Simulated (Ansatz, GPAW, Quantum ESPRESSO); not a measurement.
# TiSi2: valence-band photoemission, part 4 of 7

What would valence photoemission of TiSi2 look like, and what sets its shape?

Ansatz 0.2.0, Quantum ESPRESSO 7.5 and GPAW 26.7.0; DFT, LDA, plane-wave PAW, default files, scalar-relativistic (the session's first sound run).

So far. Step 2 (The base run): At this lattice the functional leaves a pressure of -5.4 GPa, which narrows the bands against the functional's own equilibrium. At the Fermi level the DOS is 1.36 states/eV a cell, and on the broadened curves Ti 3d holds 73 % of the total there. Step 3 (The same cell in Quantum ESPRESSO): The run ends at a pressure of -5.35 GPa, with forces up to 0.096 eV/Å.

## (5) Projected DOS and spectra

Level of this step: DFT, LDA, plane waves, ultrasoft GBRV pseudopotentials, scalar-relativistic (Quantum ESPRESSO).

projwfc.x splits the states by atom and shell, which the spectra need, since each shell has its own cross section.

File projwfc.in:

```
&projwfc
  prefix = 'pes'
  outdir = './tmp'
  filpdos = 'pes'
  ngauss = 0
  degauss = 0.00735
  DeltaE = 0.05
  Emin = -17.34
  Emax = 24.66
/
```

Launch:

```bash
$ OMP_NUM_THREADS=1 mpirun -n 4 projwfc.x -nk 4 -in projwfc.in > projwfc.out
```

The program printed:

```text
[banner, memory and clock lines left out]
Program PROJWFC v.7.5 starts

          URL

     ./tmp/pes.save/

     IMPORTANT: XC functional enforced from input :
     Exchange-correlation= PZ
                           (   1   1   0   0   0   0   0)
     Any further DFT definition will be discarded
     Please, verify this is what you really want

     G-vector sticks info

     Check: negative core charge=   -0.000003

     negative rho (up, down):  6.493E-04 0.000E+00

     Gaussian broadening (read from input): ngauss,degauss=   0    0.007350

     Calling projwave ....

  Problem Sizes
  natomwfc =           36
  nbnd     =           36
  nkstot   =          456
  npwx     =         2476
  nkb      =          108

     Atomic states used for projection
     (read from pseudopotential files):

     state #   1: atom   1 (Ti ), wfc  1 (l=0 m= 1)
     state #   2: atom   1 (Ti ), wfc  2 (l=1 m= 1)
     state #   3: atom   1 (Ti ), wfc  2 (l=1 m= 2)
     state #   4: atom   1 (Ti ), wfc  2 (l=1 m= 3)
     state #   5: atom   1 (Ti ), wfc  3 (l=0 m= 1)
     state #   6: atom   1 (Ti ), wfc  4 (l=2 m= 1)
     state #   7: atom   1 (Ti ), wfc  4 (l=2 m= 2)
     state #   8: atom   1 (Ti ), wfc  4 (l=2 m= 3)
     state #   9: atom   1 (Ti ), wfc  4 (l=2 m= 4)
     state #  10: atom   1 (Ti ), wfc  4 (l=2 m= 5)
     state #  11: atom   2 (Ti ), wfc  1 (l=0 m= 1)
     state #  12: atom   2 (Ti ), wfc  2 (l=1 m= 1)
     state #  13: atom   2 (Ti ), wfc  2 (l=1 m= 2)
     state #  14: atom   2 (Ti ), wfc  2 (l=1 m= 3)
     state #  15: atom   2 (Ti ), wfc  3 (l=0 m= 1)
     state #  16: atom   2 (Ti ), wfc  4 (l=2 m= 1)
     state #  17: atom   2 (Ti ), wfc  4 (l=2 m= 2)
     state #  18: atom   2 (Ti ), wfc  4 (l=2 m= 3)
     state #  19: atom   2 (Ti ), wfc  4 (l=2 m= 4)
     state #  20: atom   2 (Ti ), wfc  4 (l=2 m= 5)
     state #  21: atom   3 (Si ), wfc  1 (l=0 m= 1)
     state #  22: atom   3 (Si ), wfc  2 (l=1 m= 1)
     state #  23: atom   3 (Si ), wfc  2 (l=1 m= 2)
     state #  24: atom   3 (Si ), wfc  2 (l=1 m= 3)
     state #  25: atom   4 (Si ), wfc  1 (l=0 m= 1)
     state #  26: atom   4 (Si ), wfc  2 (l=1 m= 1)
     state #  27: atom   4 (Si ), wfc  2 (l=1 m= 2)
     state #  28: atom   4 (Si ), wfc  2 (l=1 m= 3)
     state #  29: atom   5 (Si ), wfc  1 (l=0 m= 1)
     state #  30: atom   5 (Si ), wfc  2 (l=1 m= 1)
     state #  31: atom   5 (Si ), wfc  2 (l=1 m= 2)
     state #  32: atom   5 (Si ), wfc  2 (l=1 m= 3)
     state #  33: atom   6 (Si ), wfc  1 (l=0 m= 1)
     state #  34: atom   6 (Si ), wfc  2 (l=1 m= 1)
     state #  35: atom   6 (Si ), wfc  2 (l=1 m= 2)
     state #  36: atom   6 (Si ), wfc  2 (l=1 m= 3)

 k =   0.0000000000  0.0000000000  0.0000000000
==== e(   1) =   -43.54040 eV ====
     psi = 0.490*[#   1]+0.490*[#  11]+0.006*[#  29]+0.006*[#  33]+0.002*[#  21]
          +0.002*[#  25]+0.001*[#   5]+0.001*[#  15]
    |psi|^2 = 1.000
==== e(   2) =   -43.53049 eV ====
     psi = 0.473*[#   1]+0.473*[#  11]+0.015*[#  24]+0.015*[#  28]+0.010*[#  32]
          +0.010*[#  36]+0.002*[#   5]+0.002*[#  15]
    |psi|^2 = 1.000
==== e(   3) =   -20.20661 eV ====
     psi = 0.489*[#   4]+0.489*[#  14]+0.006*[#  32]+0.006*[#  36]+0.003*[#  21]
          +0.003*[#  25]+0.001*[#  29]+0.001*[#  33]
    |psi|^2 = 0.999
==== e(   4) =   -20.16511 eV ====
     psi = 0.493*[#   3]+0.493*[#  13]+0.006*[#  31]+0.006*[#  35]
    |psi|^2 = 0.999
==== e(   5) =   -20.15548 eV ====
     psi = 0.493*[#   2]+0.493*[#  12]+0.005*[#  30]+0.005*[#  34]+0.001*[#  22]
          +0.001*[#  26]
    |psi|^2 = 0.999
==== e(   6) =   -20.15168 eV ====
     psi = 0.496*[#   3]+0.496*[#  13]+0.002*[#  31]+0.002*[#  35]+0.001*[#  23]
          +0.001*[#  27]
    |psi|^2 = 0.999
==== e(   7) =   -20.12812 eV ====
     psi = 0.496*[#   2]+0.496*[#  12]+0.004*[#  30]+0.004*[#  34]
    |psi|^2 = 0.999
==== e(   8) =   -20.11499 eV ====
     psi = 0.494*[#   4]+0.494*[#  14]+0.005*[#  24]+0.005*[#  28]
    |psi|^2 = 0.999
==== e(   9) =    -0.34866 eV ====
     psi = 0.223*[#  21]+0.223*[#  25]+0.152*[#   5]+0.152*[#  15]+0.116*[#  29]
          +0.116*[#  33]+0.008*[#   1]+0.008*[#  11]
    |psi|^2 = 0.999
==== e(  10) =     1.85769 eV ====
     psi = 0.178*[#  29]+0.178*[#  33]+0.173*[#  21]+0.173*[#  25]+0.113*[#  32]
          +0.113*[#  36]+0.020*[#   5]+0.020*[#  15]+0.009*[#   4]+0.009*[#  14]
          +0.006*[#   9]+0.006*[#  19]
    |psi|^2 = 0.997
==== e(  11) =     4.18917 eV ====
     psi = 0.149*[#  24]+0.149*[#  28]+0.122*[#  29]+0.122*[#  33]+0.110*[#  32]
          +0.110*[#  36]+0.080*[#   5]+0.080*[#  15]+0.016*[#   9]+0.016*[#  19]
          +0.013*[#   1]+0.013*[#  11]+0.008*[#   6]+0.008*[#  16]+0.001*[#   4]
          +0.001*[#  14]
    |psi|^2 = 0.998
==== e(  12) =     9.26916 eV ====
     psi = 0.211*[#   6]+0.211*[#  16]+0.174*[#  21]+0.174*[#  25]+0.035*[#  29]
          +0.035*[#  33]+0.019*[#   9]+0.019*[#  19]+0.015*[#  32]+0.015*[#  36]
          +0.006*[#  24]+0.006*[#  28]+0.004*[#   5]+0.004*[#  15]
    |psi|^2 = 0.928
==== e(  13) =     9.60982 eV ====
     psi = 0.392*[#  22]+0.392*[#  26]+0.103*[#   8]+0.103*[#  18]+0.001*[#   2]
          +0.001*[#  12]
    |psi|^2 = 0.994
==== e(  14) =     9.79314 eV ====
     psi = 0.406*[#  23]+0.406*[#  27]+0.078*[#  10]+0.078*[#  20]+0.013*[#  31]
          +0.013*[#  35]+0.002*[#   3]+0.002*[#  13]
    |psi|^2 = 0.997
==== e(  15) =    10.12090 eV ====
     psi = 0.407*[#  30]+0.407*[#  34]+0.060*[#   8]+0.060*[#  18]+0.020*[#  22]
          +0.020*[#  26]+0.006*[#   2]+0.006*[#  12]
    |psi|^2 = 0.986
==== e(  16) =    10.14296 eV ====
     psi = 0.204*[#   6]+0.204*[#  16]+0.168*[#  32]+0.168*[#  36]+0.040*[#  24]
          +0.040*[#  28]+0.029*[#  21]+0.029*[#  25]+0.023*[#   5]+0.023*[#  15]
          +0.007*[#  29]+0.007*[#  33]+0.006*[#   9]+0.006*[#  19]
    |psi|^2 = 0.958
[...]
psi = 0.272*[#   9]+0.272*[#  19]+0.067*[#  32]+0.067*[#  36]+0.060*[#  24]
          +0.060*[#  28]+0.041*[#   6]+0.041*[#  16]+0.008*[#  29]+0.008*[#  33]
          +0.002*[#   5]+0.002*[#  15]+0.002*[#  21]+0.002*[#  25]
[...]
psi = 0.303*[#  31]+0.303*[#  35]+0.181*[#  10]+0.181*[#  20]+0.004*[#   3]
          +0.004*[#  13]+0.002*[#  23]+0.002*[#  27]
[...]
psi = 0.188*[#  24]+0.188*[#  28]+0.139*[#   9]+0.139*[#  19]+0.091*[#  29]
          +0.091*[#  33]+0.033*[#  21]+0.033*[#  25]+0.009*[#   6]+0.009*[#  16]
          +0.005*[#  32]+0.005*[#  36]+0.003*[#   4]+0.003*[#  14]+0.003*[#   1]
          +0.003*[#  11]+0.002*[#   5]+0.002*[#  15]
[...]
psi = 0.462*[#   7]+0.462*[#  17]
[...]
+0.016*[#  35]
[...]
+0.001*[#  36]
[...]
+0.022*[#  24]+0.022*[#  28]+0.002*[#  30]+0.002*[#  34]
[...]
+0.005*[#  18]
[...]
psi = 0.280*[#  23]+0.280*[#  27]+0.011*[#   7]+0.011*[#  17]
[...]
k =   0.0000000000  0.0000000000  0.2799281927
[...]
psi = 0.494*[#   3]+0.494*[#  13]+0.006*[#  31]+0.006*[#  35]
[...]
+0.008*[#   1]+0.008*[#  11]
[...]
+0.003*[#   2]+0.003*[#  12]+0.002*[#   1]+0.002*[#  11]
[...]
+0.001*[#   2]+0.001*[#  12]
[...]
+0.001*[#   1]+0.001*[#  11]
[...]
+0.001*[#  21]+0.001*[#  25]
[...]
+0.002*[#   1]+0.002*[#  11]
[...]
k =   0.0000000000  0.0000000000  0.4198922890
[...]
+0.001*[#  22]+0.001*[#  26]
[...]
+0.001*[#  25]+0.001*[#  26]
[...]
psi = 0.494*[#   3]+0.494*[#  13]+0.005*[#  31]+0.005*[#  35]
[...]
+0.009*[#   1]+0.009*[#  11]+0.001*[#   2]+0.001*[#  12]
[...]
+0.004*[#   8]+0.004*[#  18]+0.002*[#   2]+0.002*[#  12]
[...]
+0.001*[#   1]+0.001*[#  11]+0.001*[#  22]+0.001*[#  26]
[...]
+0.002*[#   5]+0.002*[#  15]+0.001*[#   1]+0.001*[#  11]
[...]
+0.002*[#   1]+0.002*[#  11]
[...]
k =   0.0000000000  0.0000000000  0.5598563853
[...]
psi = 0.496*[#   3]+0.496*[#  13]+0.004*[#  31]+0.004*[#  35]
[...]
psi = 0.498*[#   3]+0.498*[#  13]+0.001*[#  23]+0.001*[#  27]
[...]
+0.004*[#   8]+0.004*[#  18]+0.001*[#   4]+0.001*[#  14]
[...]
psi = 0.354*[#  10]+0.354*[#  20]+0.104*[#  23]+0.104*[#  27]
[...]
+0.007*[#  24]+0.007*[#  28]+0.002*[#   1]+0.002*[#  11]
[...]
k =   0.0000000000  0.0000000000  0.6998204817
[...]
psi = 0.497*[#   3]+0.497*[#  13]+0.002*[#  31]+0.002*[#  35]
[...]
psi = 0.498*[#   3]+0.498*[#  13]+0.001*[#  23]+0.001*[#  27]
[...]
+0.002*[#  24]+0.002*[#  28]+0.001*[#   6]+0.001*[#  16]
[...]
k =   0.0000000000  0.0000000000  0.8397845780
[...]
psi = 0.497*[#   3]+0.497*[#  13]+0.001*[#  31]+0.001*[#  35]
[...]
psi = 0.498*[#   3]+0.498*[#  13]
[...]
k =   0.0000000000  0.0000000000 -0.9797486744
[...]
psi = 0.498*[#   3]+0.498*[#  13]
[...]
psi = 0.498*[#   3]+0.498*[#  13]
[...]
k =   0.1413503293  0.0369119373  0.0000000000
[...]
psi = 0.492*[#   3]+0.492*[#  13]+0.006*[#  31]+0.006*[#  35]
[...]
psi = 0.496*[#   2]+0.496*[#  12]+0.004*[#  30]+0.004*[#  34]
[...]
psi = 0.494*[#   4]+0.494*[#  14]+0.005*[#  24]+0.005*[#  28]
[...]
k =   0.1413503293  0.0369119373  0.1399640963
[...]
psi = 0.493*[#   3]+0.493*[#  13]+0.006*[#  31]+0.006*[#  35]
[...]
psi = 0.156*[#   9]+0.156*[#  19]+0.142*[#  24]+0.142*[# 
[... cut ...]
4]+0.164*[#  28]+0.140*[#  32]+0.140*[#  36]+0.045*[#   9]
[...]
+0.001*[#   1]+0.001*[#  11]
[...]
+0.001*[#  34]
[...]
+0.002*[#  33]
[...]
+0.005*[#  20]
[...]
k =  -0.0000000000 -0.4429432481 -0.9797486744
[...]
+0.002*[#  32]+0.002*[#  36]
[...]
+0.002*[#  32]+0.002*[#  36]
[...]
+0.001*[#  30]+0.001*[#  34]
[...]
+0.001*[#  30]+0.001*[#  34]
[...]
psi = 0.498*[#   3]+0.498*[#  13]
[...]
psi = 0.498*[#   3]+0.498*[#  13]
[...]
+0.002*[#   6]+0.002*[#  16]+0.002*[#   4]+0.002*[#  14]
[...]
+0.003*[#   2]+0.003*[#  12]+0.001*[#   4]+0.001*[#  14]
[...]
+0.003*[#   2]+0.003*[#  12]+0.001*[#   4]+0.001*[#  14]
[...]
+0.002*[#  14]
[...]
+0.002*[#  14]
[...]
+0.002*[#   4]+0.002*[#  14]+0.001*[#   2]+0.001*[#  12]
[...]
+0.002*[#   4]+0.002*[#  14]+0.001*[#   2]+0.001*[#  12]
[...]
+0.001*[#   1]+0.001*[#  11]
[...]
+0.001*[#   1]+0.001*[#  11]
[...]
+0.002*[#  21]+0.002*[#  25]+0.002*[#  32]+0.002*[#  36]
[...]
+0.002*[#  21]+0.002*[#  25]+0.002*[#  32]+0.002*[#  36]
[...]
+0.101*[#  17]+0.005*[#  31]+0.005*[#  35]
[...]
+0.002*[#  32]+0.002*[#  33]+0.002*[#  36]
[...]
+0.002*[#  32]+0.002*[#  33]+0.002*[#  36]
[...]
+0.072*[#  20]+0.019*[#  23]+0.019*[#  27]
[...]
+0.072*[#  20]+0.019*[#  23]+0.019*[#  27]
[...]
+0.005*[#  19]+0.004*[#   5]+0.004*[#  15]+0.002*[#  29]+0.002*[#  33]

[...]
+0.077*[#  15]+0.043*[#  30]+0.043*[#  34]+0.020*[#   8]+0.020*[#  18]
          +0.010*[#   9]+0.010*[#  19]+0.009*[#  29]+0.009*[#  33]+0.008*[#   6]
          +0.008*[#  16]+0.001*[#   1]+0.001*[#  11]
[...]
+0.077*[#  15]+0.043*[#  30]+0.043*[#  34]+0.020*[#   8]+0.020*[#  18]
          +0.010*[#   9]+0.010*[#  19]+0.009*[#  29]+0.009*[#  33]+0.008*[#   6]
          +0.008*[#  16]+0.001*[#   1]+0.001*[#  11]
[...]
k =  -1.9789046099  0.0000000000  0.0000000000
[...]
psi = 0.476*[#   1]+0.476*[#  11]+0.019*[#  24]+0.019*[#  28]+0.004*[#  29]
          +0.004*[#  33]
[...]
psi = 0.482*[#   1]+0.482*[#  11]+0.014*[#  32]+0.014*[#  36]+0.001*[#  21]
          +0.001*[#  25]+0.001*[#  29]+0.001*[#  33]
[...]
psi = 0.489*[#   4]+0.489*[#  14]+0.004*[#  32]+0.004*[#  36]+0.004*[#  24]
          +0.004*[#  28]+0.002*[#  29]+0.002*[#  33]+0.001*[#   5]+0.001*[#  15]

    |psi|^2 = 0.999
==== e(   4) =   -20.16568 eV ====
     psi = 0.492*[#   3]+0.492*[#  13]+0.006*[#  31]+0.006*[#  35]+0.001*[#  23]
          +0.001*[#  27]
    |psi|^2 = 0.999
==== e(   5) =   -20.15489 eV ====
     psi = 0.494*[#   2]+0.494*[#  12]+0.005*[#  30]+0.005*[#  34]
    |psi|^2 = 0.999
==== e(   6) =   -20.15111 eV ====
     psi = 0.497*[#   3]+0.497*[#  13]+0.002*[#  31]+0.002*[#  35]
    |psi|^2 = 0.999
==== e(   7) =   -20.12872 eV ====
     psi = 0.495*[#   2]+0.495*[#  12]+0.004*[#  30]+0.004*[#  34]+0.001*[#  22]
          +0.001*[#  26]
    |psi|^2 = 0.999
==== e(   8) =   -20.12154 eV ====
     psi = 0.495*[#   4]+0.495*[#  14]+0.004*[#  21]+0.004*[#  25]
    |psi|^2 = 0.999
==== e(   9) =     0.18309 eV ====
     psi = 0.342*[#  21]+0.342*[#  25]+0.071*[#   5]+0.071*[#  15]+0.064*[#  32]
          +0.064*[#  36]+0.013*[#  29]+0.013*[#  33]+0.005*[#   1]+0.005*[#  11]
          +0.004*[#   4]+0.004*[#  14]
    |psi|^2 = 0.999
==== e(  10) =     0.70133 eV ====
     psi = 0.265*[#  29]+0.265*[#  33]+0.126*[#   5]+0.126*[#  15]+0.052*[#  24]
          +0.052*[#  28]+0.042*[#  32]+0.042*[#  36]+0.011*[#   1]+0.011*[#  11]
          +0.002*[#   4]+0.002*[#   9]+0.002*[#  14]+0.002*[#  19]
    |psi|^2 = 0.999
==== e(  11) =     6.16084 eV ====
     psi = 0.202*[#  29]+0.202*[#  33]+0.085*[#  21]+0.085*[#  25]+0.073*[#  32]
          +0.
```

Run time: 6.3 s. Hardware: 4 MPI ranks of Intel Xeon at 2.60GHz (Ice Lake), shared host.

Numbers from this step:

```
share of occupied states in no projected shell : 0.0222 of the occupied states in the window
DOS at the Fermi level                         : 1.558 states/eV/cell
```

The DOS has structure finer than the step of the table below, so its rows give means over 1 eV, whole bins alone (the curve runs from -14.7 to 6.42 eV). Peaks (eV: height): total -2.5: 4.91, 1.6: 7.75, 2.4: 6.07, 5.2: 3.88; Si 3p -5.1: 1.68, -3.9: 2.18, -2.9: 2.80, 5.2: 1.70; Ti 3d -1.5: 1.83, 1.6: 5.69, 2.4: 3.7; Si 3s -10.7: 0.971, -7.7: 0.866, -6.6: 0.713, 2.4: 0.716; Ti 4p* 1.6: 0.476, 5.2: 0.850, 5.8: 0.889.

* holds the states left over by the projection beside any projected weight of its own. Table of DOS by E, zero at the Fermi level; means over each step; values in states/eV/cell:

| E (eV) | total | Si 3p | Ti 3d | Si 3s | Ti 4p* | Ti 4s |
| --- | --- | --- | --- | --- | --- | --- |
| -14 | 0 | 0 | 0 | 0 | 0 | 0 |
| -13 | 0.162 | 0.0157 | 1.8e-4 | 0.104 | 4.6e-4 | 0.0416 |
| -12 | 0.639 | 0.149 | 0.00258 | 0.371 | 0.00474 | 0.111 |
| -11 | 1.22 | 0.358 | 0.0180 | 0.714 | 0.0173 | 0.113 |
| -10 | 1.30 | 0.453 | 0.0436 | 0.725 | 0.0196 | 0.0551 |
| -9 | 1.11 | 0.430 | 0.0620 | 0.568 | 0.0128 | 0.0330 |
| -8 | 1.36 | 0.537 | 0.0932 | 0.665 | 0.0165 | 0.0474 |
| -7 | 1.24 | 0.458 | 0.111 | 0.608 | 0.0170 | 0.0436 |
| -6 | 1.35 | 0.807 | 0.115 | 0.325 | 0.0158 | 0.0896 |
| -5 | 2.04 | 1.34 | 0.213 | 0.325 | 0.0368 | 0.129 |
| -4 | 2.57 | 1.75 | 0.378 | 0.273 | 0.0644 | 0.106 |
| -3 | 3.96 | 2.53 | 1.01 | 0.242 | 0.129 | 0.0545 |
| -2 | 3.92 | 1.84 | 1.72 | 0.164 | 0.163 | 0.0268 |
| -1 | 2.37 | 0.772 | 1.34 | 0.107 | 0.143 | 0.0121 |
| 0 | 1.79 | 0.382 | 1.21 | 0.0615 | 0.128 | 0.0111 |
| 1 | 4.26 | 0.802 | 2.73 | 0.317 | 0.342 | 0.0678 |
| 2 | 5.76 | 0.842 | 3.86 | 0.490 | 0.385 | 0.180 |
| 3 | 5.30 | 1.15 | 2.77 | 0.557 | 0.460 | 0.364 |
| 4 | 3.98 | 1.34 | 1.45 | 0.310 | 0.554 | 0.315 |
| 5 | 3.31 | 1.35 | 0.824 | 0.220 | 0.689 | 0.223 |

This run's widths, added to any smearing of the DOS itself: Gaussian 0.6 eV, Lorentzian 0.05 eV plus 0.03 an eV of depth. The intensity by binding energy, zero at the Fermi level; values in % of the maximum within 13 eV:

| binding energy (eV) | 21.2 eV | 60 eV | 1486.7 eV | 8047.8 eV | 9251.7 eV |
| --- | --- | --- | --- | --- | --- |
| -1 | 0.861 | 0.875 | 1.02 | 0.619 | 0.611 |
| 0 | 30.9 | 29.8 | 16.9 | 5.66 | 5.45 |
| 1 | 76.8 | 75.0 | 50.3 | 19.3 | 18.7 |
| 2 | 99.8 | 99.9 | 80.7 | 31.0 | 29.9 |
| 3 | 63.9 | 68.4 | 90.1 | 44.3 | 43.2 |
| 4 | 29.9 | 34.5 | 76.6 | 51.2 | 50.6 |
| 5 | 19.0 | 23.2 | 73.2 | 57.2 | 56.9 |
| 6 | 11.9 | 15.3 | 64.6 | 55.7 | 55.5 |
| 7 | 10.2 | 13.5 | 81.3 | 77.1 | 77.0 |
| 8 | 9.71 | 13.4 | 89.5 | 85.3 | 85.2 |
| 9 | 7.44 | 10.7 | 79.2 | 76.1 | 75.9 |
| 10 | 6.86 | 10.7 | 94.2 | 92.6 | 92.5 |
| 11 | 4.16 | 8.64 | 89.4 | 90.7 | 90.8 |
| 12 | - | 4.39 | 50.9 | 53.5 | 53.7 |
| 13 | - | 1.46 | 17.9 | 19.3 | 19.4 |
| 14 | - | 0.339 | 3.17 | 3.27 | 3.28 |

Spectra as before, but with a recipe of its own (widths, and in some runs the light), which changes peak heights and what is resolved: Gaussian 0.6 eV, Lorentzian 0.05 eV plus 0.03 times the binding energy, unpolarised light, analyser at 90°, Fermi edge at 300 K; some photon energies differ too.

[end of part 4 of 7]

[Logs are printed without paths, hosts, clocks, repeated set-up lines and the standing remarks that a program may print on its own settings, such as how far it seeks lower states.]

[Hosts, paths, dates, database ids (printed as entryN), source tags and the programs' standing remarks are cut or masked in the printed files.]

[Maps of the electrostatic potential energy from Ansatz leave out the sawtooth potential of an applied field or a dipole correction, so their vacuum need not be flat; work functions include it.]

[Peak lists hold at most the 14 tallest peaks of each spectrum; further lines can be left out.]
